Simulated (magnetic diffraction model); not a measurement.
## Moment size from magnetic intensity in HoAl2Rh10

Space group Immm (no. 71), a = 4.6520 Å, b = 8.6160 Å, c = 8.8390 Å.

```csv
site,atom,x,y,z
2a,Ho,0,0,0
4g,Rh,1/2,0.8646,1/2
4j,Rh,1/2,0,0.7616
4h,Rh,0,0.2643,1/2
8k,Rh,3/4,1/4,1/4
4i,Al,0,0,0.3729
```

The compound is invented for this exercise: a known structure type with other elements, its cell scaled to their sizes and not relaxed.

Only Ho is taken to order (form factors of Ho3+); orders and moment sizes are assumed, and not adapted to the symmetry. Radiation: neutrons of λ = 1.8 Å, 5° to 60°; isotropic B of 0.38 Å² (Ho), 0.34 Å² (Rh) and 0.56 Å² (Al). The intensities are simulated: I ∝ L Σ (|F_N|² + |F_M⊥|²) for unpolarised neutrons, with F_M = 2.695 fm/μB × Σ f(s) S exp(2πi Q·r) exp(−B s²) at Q = H ± k (one set where k and −k are equivalent), only the part normal to Q counting and L = 1/(sin²θ cos θ). For collinear order S is the moment m, which repeats by lattice and centring translations R with the sign exp(−2πi k·R). Form factors are spin-only for 3d ions and dipole or tabulated for f ions, scattering lengths are Sears's of 1992, and absorption is left out. A label names one of the reflections at its angle. The strongest nuclear line in the range is 100, and lines under 0.2 are left out.

In a first state the assumed order is k = (1/2 1/2 0), collinear moments along [111], 9.8 μB on Ho, with this pattern:

```
2θ (°)         index  nuclear  magnetic
 12.62   (1/2 1/2 0)      0.0     113.8
 16.78       (0 1 1)      2.2       0.0
 17.24  (1/2 -1/2 1)      0.0     154.3
 21.22  (1/2 -3/2 0)      0.0      54.2
 23.50       (0 0 2)      1.2       0.0
 24.12       (0 2 0)      7.6       0.0
 24.29   (1/2 3/2 1)      0.0      44.6
 25.26       (1 0 1)      0.8       0.0
 25.40       (1 1 0)      4.5       0.0
 26.76   (1/2 1/2 2)      0.0      43.1
 31.87  (1/2 -3/2 2)      0.0      35.7
 32.34   (1/2 5/2 0)      0.0      11.5
 33.92       (0 2 2)      3.5       0.0
 34.30  (3/2 -1/2 0)      0.0      20.7
 34.50  (1/2 -5/2 1)      0.0      31.7
 34.88       (1 1 2)     17.1       0.0
```
(The table stops after 16 lines; 47 more lie at higher angle.)

**Question.** Nearer the ordering temperature the line at 17.24° has total intensity 13.9 on the same scale, and all moments have shrunk alike. How large is the Ho moment?

The nuclear part, 0.0, stays, so the magnetic part is 13.9 against 154.3. It goes as m², so m = 9.8 × √(13.9/154.3) = 2.94 μB; the value used was 2.94 μB.

[Logs are printed without paths, hosts, clocks, repeated set-up lines and the standing remarks that a program may print on its own settings, such as how far it seeks lower states.]
